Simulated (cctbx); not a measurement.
# Which space group?

Cell: a = 5.7300 Å, b = 5.7300 Å, c = 14.4500 Å, α = 90.00°, β = 90.00°, γ = 120.00°. Expected content of the cell: Bi6 Cd3 Mn3 O18.

The data are simulated with cctbx, not measured: Mo Kα, λ = 0.71073 Å, to d = 0.77 Å, 70 % of the full sphere, strongest reflection 5000 counts, noise from counting, a 1.5 % proportional error and a noise floor of 4 counts (s.d.); no absorption, some extinction.

Tests on the unmerged data give:

```text
2645 reflections to d = 0.772 A
centring   violations  <I/sigma> of those
    A        377 of  1317      6.0
    B        389 of  1338      6.2
    C        374 of  1317      5.9
    I        370 of  1304      5.9
    R          0 of  1784     -0.0
    F        570 of  1986      6.0
Laue class    unique    Rint  (classes that these axes allow; Friedel mates merged)
R -3 :H           215   0.025
R -3 m :H         141   0.026
space group    extra absences  I>4sigma  <I/sigma>
R 3 2 :H                0          0         -  acentric
R 3 m :H                0          0         -  acentric
R -3 m :H               0          0         -  centric
Wilson B = 0.47 A^2   <|E^2-1|> = 0.830 (0.968 centric, 0.736 acentric)   E^2>4: 0.0 %
shell (A)         n   <I/sigma>
 4.82 - 1.53     24     41.5
 1.53 - 1.22     18     52.8
 1.22 - 1.07     16     43.3
 1.07 - 0.97     16     40.5
 0.97 - 0.90     16     47.8
 0.90 - 0.85     16     31.3
 0.85 - 0.81     16     29.1
 0.81 - 0.77     19     42.6
```

**Question.** What are the lattice type, the Laue class and the likely space group?

The reflections that R centring forbids are absent (⟨I/σ⟩ near 0), so the lattice is R.

Rint stays low (0.025) up to R -3 m :H, the highest class in these axes.

3 settings pass the absence test. No glide or screw absences show, which leaves R 3 2, R 3 m and R -3 m.

⟨|E²−1|⟩ = 0.830 lies between the two ideal values. The Wilson B of 0.47 Å² means U ≈ 0.0060 Å².

The true group is R3 (no. 146), Laue class -3, non-centrosymmetric. It isn't in the list: the twinning raises the apparent Laue symmetry.

The crystal is twinned by the law (1 -1 0 0 -1 0 0 0 -1) with a minor fraction of 0.5; Rint in the higher class falls towards the noise as the fraction nears 1/2.

The model is made up (kin elements in a known structure type, no relaxation), so it says nothing on whether the phase exists.

[Logs are printed without paths, hosts, clocks, repeated set-up lines and the standing remarks that a program may print on its own settings, such as how far it seeks lower states.]
